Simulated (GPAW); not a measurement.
## KF (Fm-3m): ε∞ against the local-field cutoff

The size of the dielectric matrix of KF (Fm-3m) is raised step by step, on the same bands.

The structure is cubic, space group Fm-3m (No. 225). The conventional cell has a = 5.344 Å, b = 5.344 Å, c = 5.344 Å, α = 90.00°, β = 90.00°, γ = 90.00°. K on site a has 6 F at 2.67 Å as nearest neighbours. Around F on site b lie 6 K at 2.67 Å.

Method: GPAW 26.7.0, PBE, RPA, k-mesh 11×11×11, Lorentzian half width 0.15 eV.

Launch of the response step: `OMP_NUM_THREADS=1 python df.py`. The series took 71 s in all, its band step included, on 1 thread of Arm Neoverse V2 (shared host).

| cutoff (eV) | time of the step (s) | ε∞ |
| --- | --- | --- |
| 40 | 5 | 1.9359 |
| 60 | 6 | 1.8989 |
| 100 | 6 | 1.8977 |
| 150 | 13 | ? |

The number of plane waves grows as cutoff^(3/2); a common extrapolation takes the result as linear in its inverse.

Working, on the rows shown:

| x = cutoff^(−3/2) (eV^−3/2) | y = ε∞ |
| --- | --- |
| 0.00395285 | 1.9359 |
| 0.00215166 | 1.8989 |
| 0.001 | 1.8977 |

Means: x̄ = 0.0023682, ȳ = 1.9108. Σ(x − x̄)(y − ȳ) = 6.027e-05, Σ(x − x̄)² = 4.430e-06. Slope = 6.027e-05 / 4.430e-06 = 13.61; intercept = ȳ − slope · x̄ = 1.8786. The line misses the rows shown by at most 0.009.

Problem. Predict the last column of the withheld row from the fit.

Solution. At x = 0.00054433 the line gives y = 1.886. The run gave 1.8917, so the extrapolation is off by 0.0057, 13 % of the range in the table. The law describes these rows poorly: it misses even the rows shown by over a tenth of the range.

Refitted with all rows, the slope is 12.48 and the intercept 1.8822. The line reaches 1.882 at infinite cutoff, 0.5 % from the last run, while the last two runs differ by 0.32 %. ε∞ moves in steps as shells of reciprocal vectors enter, so the limit is good only to about the larger of these. Excitons are left out; PBE gaps are as a rule too small. The values come from a sum over the points of one k-mesh and carry its error, which grows as the direct gap shrinks. This version of GPAW has incomplete matrix elements in the optical limit, which can lower ε − 1 by up to a tenth where first-row anions or d states rule.
